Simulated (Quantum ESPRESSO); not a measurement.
# FeO (Wuestite): which magnetic order is lowest, part 2 of 3

Does FeO (Wuestite) prefer parallel or opposed moments, or none?

Quantum ESPRESSO 7.5; PBE with U = 4.5 eV on Fe d (ortho-atomic projectors); plane waves with GBRV 1.5 PBE potentials, no spin-orbit coupling.

So far, absolute magnetization (μB): step 2 (run 1, typed as ferro +) 4.05.

### 3. Start 2: antiferro q=(0,0,1/2) +−

The cell is doubled to 4 atoms to hold this order. The wavevector q is in fractions of the reciprocal vectors of the crystal's primitive cell, as the cells of these inputs are built from it; moments change sign between cells as cos(2π q·R).

pw.in

```
&CONTROL
  calculation = 'scf'
  prefix = 'pwscf'
  outdir = './tmp'
  pseudo_dir = './pseudo'
  disk_io = 'nowf'
/
&SYSTEM
  ibrav = 0
  celldm(1) = 8
  nat = 4
  ntyp = 3
  ecutwfc = 40
  ecutrho = 280
  nbnd = 31
  occupations = 'smearing'
  smearing = 'fd'
  degauss = 0.00367493
  nspin = 2
  starting_magnetization(1) = 0.25
  starting_magnetization(2) = -0.25
  starting_magnetization(3) = 0
/
&ELECTRONS
  conv_thr = 8d-09
  electron_maxstep = 150
  mixing_beta = 0.3
/
ATOMIC_SPECIES
Fe1    55.8450 fe_pbe_v1.5.uspp.F.UPF
Fe2    55.8450 fe_pbe_v1.5.uspp.F.UPF
O      15.9990 o_pbe_v1.2.uspp.F.UPF
CELL_PARAMETERS alat
   0.0000000000000    0.5078638959932    0.5078638959932
   0.5078638959932    0.0000000000000    0.5078638959932
   1.0157277919864    1.0157277919864    0.0000000000000
ATOMIC_POSITIONS crystal
Fe1     0.0000000000    0.0000000000    0.0000000000
Fe2     0.0000000000    0.0000000000    0.5000000000
O       0.5000000000    0.5000000000    0.2500000000
O       0.5000000000    0.5000000000    0.7500000000
K_POINTS automatic
10 10 5 0 0 0
HUBBARD {ortho-atomic}
U Fe1-3d 4.5000
U Fe2-3d 4.5000
```

Run with:

```bash
> OMP_NUM_THREADS=1 mpirun -n 4 pw.x -nk 4 -in pw.in > pw.out
```

Log:

```text
[banner, memory and clock lines left out]
Program PWSCF v.7.5 starts

     Message from routine setup:
     using ibrav=0 with symmetry is DISCOURAGED, use correct ibrav instead

     bravais-lattice index     =            0
     lattice parameter (alat)  =       8.0000  a.u.
     unit-cell volume          =     268.2699 (a.u.)^3
     number of atoms/cell      =            4
     number of atomic types    =            3
     number of electrons       =        44.00
     number of Kohn-Sham states=           31
     kinetic-energy cutoff     =      40.0000  Ry
     charge density cutoff     =     280.0000  Ry
     scf convergence threshold =      8.0E-09
     mixing beta               =       0.3000
     number of iterations used =            8  plain     mixing
     Exchange-correlation= SLA  PW   PBE  PBE
                           (   1   4   3   4   0   0   0)
     Hubbard projectors: ortho-atomic
     Hubbard parameters of DFT+U (Dudarev formulation) in eV:
     U(Fe1-3d) =  4.5000
     U(Fe2-3d) =  4.5000

     Internal variables: lda_plus_u =T, lda_plus_u_kind = 0

     Internal variables: orbital_resolved =F, hub_pot_fix =F, apply_U = F

     celldm(1)=   8.000000  celldm(2)=   0.000000  celldm(3)=   0.000000
     celldm(4)=   0.000000  celldm(5)=   0.000000  celldm(6)=   0.000000

     crystal axes: (cart. coord. in units of alat)
               a(1) = (   0.000000   0.507864   0.507864 )
               a(2) = (   0.507864   0.000000   0.507864 )
               a(3) = (   1.015728   1.015728   0.000000 )

     reciprocal axes: (cart. coord. in units 2 pi/alat)
               b(1) = ( -0.984516  0.984516  0.984516 )
               b(2) = (  0.984516 -0.984516  0.984516 )
               b(3) = (  0.492258  0.492258 -0.492258 )

     PseudoPot. # 1 for Fe read from file:
     fe_pbe_v1.5.uspp.F.UPF
     Pseudo is Ultrasoft + core correction, Zval = 16.0

     PseudoPot. # 2 for Fe read from file:
     fe_pbe_v1.5.uspp.F.UPF
     Pseudo is Ultrasoft + core correction, Zval = 16.0

     PseudoPot. # 3 for O  read from file:
     o_pbe_v1.2.uspp.F.UPF
     Pseudo is Ultrasoft + core correction, Zval =  6.0

     atomic species   valence    mass     pseudopotential
     Fe1              16.00    55.84500     Fe( 1.00)
     Fe2              16.00    55.84500     Fe( 1.00)
     O                 6.00    15.99900     O ( 1.00)

     Starting magnetic structure
     atomic species   magnetization
     Fe1             0.250
     Fe2            -0.250
     O               0.000

     12 Sym. Ops., with inversion, found

   Cartesian axes

     site n.     atom                  positions (alat units)
         1        Fe1    tau(   1) = (   0.0000000   0.0000000   0.0000000  )
         2        Fe2    tau(   2) = (   0.5078639   0.5078639   0.0000000  )
         3        O      tau(   3) = (   0.5078639   0.5078639   0.5078639  )
         4        O      tau(   4) = (   1.0157278   1.0157278   0.5078639  )

     number of k points=    58  Fermi-Dirac smearing, width (Ry)=  0.0037
                       cart. coord. in units 2pi/alat
        k(    1) = (   0.0000000   0.0000000   0.0000000), wk =   0.0020000
        k(    2) = (   0.0984516   0.0984516  -0.0984516), wk =   0.0040000
        k(    3) = (   0.1969031   0.1969031  -0.1969031), wk =   0.0040000
        k(    4) = (   0.0984516  -0.0984516   0.0984516), wk =   0.0120000
        k(    5) = (   0.1969031  -0.0000000   0.0000000), wk =   0.0120000
        [... 53 further k-points ...]

     Dense  grid:    21349 G-vectors     FFT dimensions: (  32,  32,  64)

     Smooth grid:     9205 G-vectors     FFT dimensions: (  24,  24,  48)

     Check: negative core charge=   -0.000047
     Generating pointlists ...
     new r_m :   0.2095 (alat units)  1.6760 (a.u.) for type    1
     new r_m :   0.2095 (alat units)  1.6760 (a.u.) for type    2
     new r_m :   0.2095 (alat units)  1.6760 (a.u.) for type    3

     Initial potential from superposition of free atoms

     starting charge      42.0000, renormalised to      44.0000

     STARTING HUBBARD OCCUPATIONS:

     =================== HUBBARD OCCUPATIONS ===================
     ------------------------ ATOM    1 ------------------------
     Tr[ns(  1)] (up, down, total) =   5.00000  0.00000  5.00000
     Atomic magnetic moment for atom   1 =   5.00000
     [... lines left out ...]
     ------------------------ ATOM    2 ------------------------
     Tr[ns(  2)] (up, down, total) =   0.00000  5.00000  5.00000
     Atomic magnetic moment for atom   2 =  -5.00000
     [... lines left out ...]
     Number of occupied Hubbard levels =   10.0000

     Atomic wfc used for Hubbard projectors are orthogonalized

     Starting wfcs are   34 randomized atomic wfcs

     Self-consistent Calculation

     iteration #  1     ecut=    40.00 Ry     beta= 0.30
     Davidson diagonalization with overlap
     ethr =  1.00E-02,  avg # of iterations =  2.9

     =================== HUBBARD OCCUPATIONS ===================
     ------------------------ ATOM    1 ------------------------
     Tr[ns(  1)] (up, down, total) =   4.86510  0.63563  5.50073
     Atomic magnetic moment for atom   1 =   4.22947
     [... lines left out ...]
     ------------------------ ATOM    2 ------------------------
     Tr[ns(  2)] (up, down, total) =   0.63581  4.86511  5.50092
     Atomic magnetic moment for atom   2 =  -4.22930
     [... lines left out ...]
     Number of occupied Hubbard levels =   11.0017

     total energy              =    -564.46036358 Ry
     estimated scf accuracy    <       1.59050495 Ry

     total magnetization       =     0.00 Bohr mag/cell
     absolute magnetization    =     8.64 Bohr mag/cell

     iteration #  2     ecut=    40.00 Ry     beta= 0.30
     Davidson diagonalization with overlap
     ethr =  3.61E-03,  avg # of iterations =  2.4

     total energy              =    -564.87770074 Ry
     estimated scf accuracy    <       0.25986129 Ry

     total magnetization       =    -0.00 Bohr mag/cell
     absolute magnetization    =     7.41 Bohr mag/cell

     [... further iterations left out ...]

     iteration # 14     ecut=    40.00 Ry     beta= 0.30
     Davidson diagonalization with overlap
     ethr =  1.32E-10,  avg # of iterations =  1.9

     total energy              =    -564.96143529 Ry
     estimated scf accuracy    <       0.00000002 Ry

     total magnetization       =     0.00 Bohr mag/cell
     absolute magnetization    =     7.56 Bohr mag/cell

     iteration # 15     ecut=    40.00 Ry     beta= 0.30
     Davidson diagonalization with overlap
     ethr =  4.48E-11,  avg # of iterations =  1.4

     Magnetic moment per site  (integrated on atomic sphere of radius R)
     atom   1 (R=0.209)  charge= 13.5319  magn=  3.4904
     atom   2 (R=0.209)  charge= 13.5319  magn= -3.4904
     atom   3 (R=0.209)  charge=  5.8579  magn=  0.0000
     atom   4 (R=0.209)  charge=  5.8579  magn=  0.0000

     End of self-consistent calculation

     =================== HUBBARD OCCUPATIONS ===================
     ------------------------ ATOM    1 ------------------------
     Tr[ns(  1)] (up, down, total) =   4.94033  1.21525  6.15558
     Atomic magnetic moment for atom   1 =   3.72507
     [... lines left out ...]
     ------------------------ ATOM    2 ------------------------
     Tr[ns(  2)] (up, down, total) =   1.21523  4.94032  6.15555
     Atomic magnetic moment for atom   2 =  -3.72509
     [... lines left out ...]
     Number of occupied Hubbard levels =   12.3111

     Number of k-points >= 100: set verbosity='high' to print the bands.

     the Fermi energy is    14.7251 ev

!    total energy              =    -564.96143543 Ry
     estimated scf accuracy    <          6.7E-09 Ry
     smearing contrib. (-TS)   =      -0.00183877 Ry
     internal energy E=F+TS    =    -564.95959667 Ry

     The total energy is F=E-TS. E is the sum of the following terms:
     one-electron contribution =    -271.78103746 Ry
     hartree contribution      =     160.98897959 Ry
     xc contribution           =     -73.41351580 Ry
     ewald contribution        =    -381.00966906 Ry
     Hubbard energy            =       0.25564607 Ry

     total magnetization       =     0.00 Bohr mag/cell
     absolute magnetization    =     7.56 Bohr mag/cell

     convergence has been achieved in  15 iterations
```

The job ended after 12 s (4 MPI ranks of AMD EPYC 9R45, shared host; peak memory 0.44 GiB; 47 s of CPU time).

Spin moment in the atom's sphere by atom:

```csv
atom,spin moment in the atom's sphere (μB)
Fe1,3.49
Fe2,-3.49
O3,0.00
O4,0.00
```

This step gave:

```
smearing term TS       : 0.02502 eV
magnetization          : 0 μB
absolute magnetization : 7.557 μB
final state            : antiferromagnetic
```

Spin density in the ac plane at fractional y = 0.000, with atoms of Fe within 0.2 Å of it.

Values in e/Å³, 24 rows by 16 columns, each cell a mean:
```
 6.2  6.7  3.8  1.6  0.6  0.2  0.1  0.0  0.0  0.0  0.0  0.1  0.2  0.5  1.4  3.3
 2.1  3.6  2.6  1.2  0.5  0.2  0.1  0.0  0.0  0.0  0.0  0.0  0.0  0.1  0.4  0.9
 0.5  1.0  1.1  0.7  0.3  0.1  0.1  0.0  0.0  0.0  0.0  0.0  0.0  0.0  0.1  0.2
 0.1  0.2  0.3  0.3  0.2  0.1  0.0  0.0  0.0  0.0  0.0  0.0  0.0  0.0  0.0  0.0
 0.0  0.0  0.1  0.1  0.1  0.1  0.0  0.0  0.0  0.0  0.0  0.0  0.0  0.0  0.0  0.0
 0.0  0.0  0.0  0.0  0.0  0.0  0.0  0.0  0.0  0.0  0.0  0.0  0.0  0.0  0.0  0.0
 0.0  0.0  0.0  0.0  0.0  0.0  0.0  0.0  0.0  0.0  0.0  0.0 -0.1 -0.1 -0.1  0.0
-0.1  0.0  0.0  0.0  0.0  0.0  0.0  0.0  0.0  0.0  0.0 -0.1 -0.2 -0.2 -0.2 -0.1
-0.3 -0.1  0.0  0.0  0.0  0.0  0.0  0.0  0.0  0.0 -0.1 -0.1 -0.3 -0.5 -0.7 -0.5
-1.6 -0.6 -0.3 -0.1  0.0  0.0  0.0  0.0  0.0  0.0 -0.1 -0.2 -0.4 -1.1 -2.3 -2.8
-5.2 -2.7 -1.1 -0.4 -0.1  0.0  0.0  0.0  0.0  0.0 -0.1 -0.2 -0.6 -1.5 -3.6 -6.3
-8.0 -6.4 -3.2 -1.1 -0.3 -0.1  0.0  0.0  0.0  0.0  0.0 -0.1 -0.4 -1.3 -3.8 -7.2
-6.2 -6.7 -3.8 -1.6 -0.6 -0.2 -0.1  0.0  0.0  0.0  0.0 -0.1 -0.2 -0.5 -1.4 -3.3
-2.1 -3.6 -2.6 -1.2 -0.5 -0.2 -0.1  0.0  0.0  0.0  0.0  0.0  0.0 -0.1 -0.4 -0.9
-0.5 -1.0 -1.1 -0.7 -0.3 -0.1 -0.1  0.0  0.0  0.0  0.0  0.0  0.0  0.0 -0.1 -0.2
-0.1 -0.2 -0.3 -0.3 -0.2 -0.1  0.0  0.0  0.0  0.0  0.0  0.0  0.0  0.0  0.0  0.0
 0.0  0.0 -0.1 -0.1 -0.1 -0.1  0.0  0.0  0.0  0.0  0.0  0.0  0.0  0.0  0.0  0.0
 0.0  0.0  0.0  0.0  0.0  0.0  0.0  0.0  0.0  0.0  0.0  0.0  0.0  0.0  0.0  0.0
 0.0  0.0  0.0  0.0  0.0  0.0  0.0  0.0  0.0  0.0  0.0  0.0  0.1  0.1  0.1  0.0
 0.1  0.0  0.0  0.0  0.0  0.0  0.0  0.0  0.0  0.0  0.0  0.1  0.2  0.2  0.2  0.1
 0.3  0.1  0.0  0.0  0.0  0.0  0.0  0.0  0.0  0.0  0.1  0.1  0.3  0.5  0.7  0.5
 1.6  0.6  0.3  0.1  0.0  0.0  0.0  0.0  0.0  0.0  0.1  0.2  0.4  1.1  2.3  2.8
 5.2  2.7  1.1  0.4  0.1  0.0  0.0  0.0  0.0  0.0  0.1  0.2  0.6  1.5  3.6  6.3
 8.0  6.4  3.2  1.1  0.3  0.1  0.0  0.0  0.0  0.0  0.0  0.1  0.4  1.3  3.8  7.2
```
Columns run along a (3.0 Å), rows up along c (6.1 Å). Atoms in or near the plane, at fractional coordinates: Fe at (0.00, 0.00), Fe at (0.00, 0.50).

Valence density in the ac plane at fractional y = 0.000, with atoms of Fe within 0.2 Å of it. It is the smooth field of the valence electrons, not physical close to the nuclei.

Values in e/Å³, 24 rows by 16 columns, each cell a mean:
```
23 23 20  8  2  1  0  0  0  0  0  0  1  2  6 18
11 14 12  6  2  1  0  0  0  0  0  0  0  1  2  5
 2  3  4  3  1  1  0  0  0  0  0  0  0  0  0  1
 0  0  1  1  1  0  0  0  0  0  0  0  0  0  0  0
 0  0  0  0  0  0  0  0  0  0  0  0  0  0  0  0
 0  0  0  0  0  0  0  0  0  0  0  0  0  0  0  0
 0  0  0  0  0  0  0  0  0  0  0  0  0  0  0  0
 0  0  0  0  0  0  0  0  0  0  0  0  0  1  0  0
 1  1  0  0  0  0  0  0  0  0  0  1  1  2  2  2
 8  4  1  0  0  0  0  0  0  0  0  1  2  6 10 11
21 15  5  1  0  0  0  0  0  0  0  1  2  8 19 22
19 24 14  4  1  0  0  0  0  0  0  0  1  5 18 24
23 23 20  8  2  1  0  0  0  0  0  0  1  2  6 18
11 14 12  6  2  1  0  0  0  0  0  0  0  1  2  5
 2  3  4  3  1  1  0  0  0  0  0  0  0  0  0  1
 0  0  1  1  1  0  0  0  0  0  0  0  0  0  0  0
 0  0  0  0  0  0  0  0  0  0  0  0  0  0  0  0
 0  0  0  0  0  0  0  0  0  0  0  0  0  0  0  0
 0  0  0  0  0  0  0  0  0  0  0  0  0  0  0  0
 0  0  0  0  0  0  0  0  0  0  0  0  0  1  0  0
 1  1  0  0  0  0  0  0  0  0  0  1  1  2  2  2
 8  4  1  0  0  0  0  0  0  0  0  1  2  6 10 11
21 15  5  1  0  0  0  0  0  0  0  1  2  8 19 22
19 24 14  4  1  0  0  0  0  0  0  0  1  5 18 24
```
Columns run along a (3.0 Å), rows up along c (6.1 Å). Atoms in or near the plane, at fractional coordinates: Fe at (0.00, 0.00), Fe at (0.00, 0.50).

(Continued in part 3 of 3.)

[Logs and program files are shortened in this print: banners, set-up blocks, solver, clock and traceback lines can be left out without a mark of their own.]

[Logs are printed without paths, hosts, clocks, repeated set-up lines and the standing remarks that a program may print on its own settings, such as how far it seeks lower states.]

[Hosts, paths, dates, database ids (printed as entryN), source tags and the programs' standing remarks are cut or masked in the printed files.]

[Where a cell is said to come from a database of computed structures, the database is the Materials Project.]
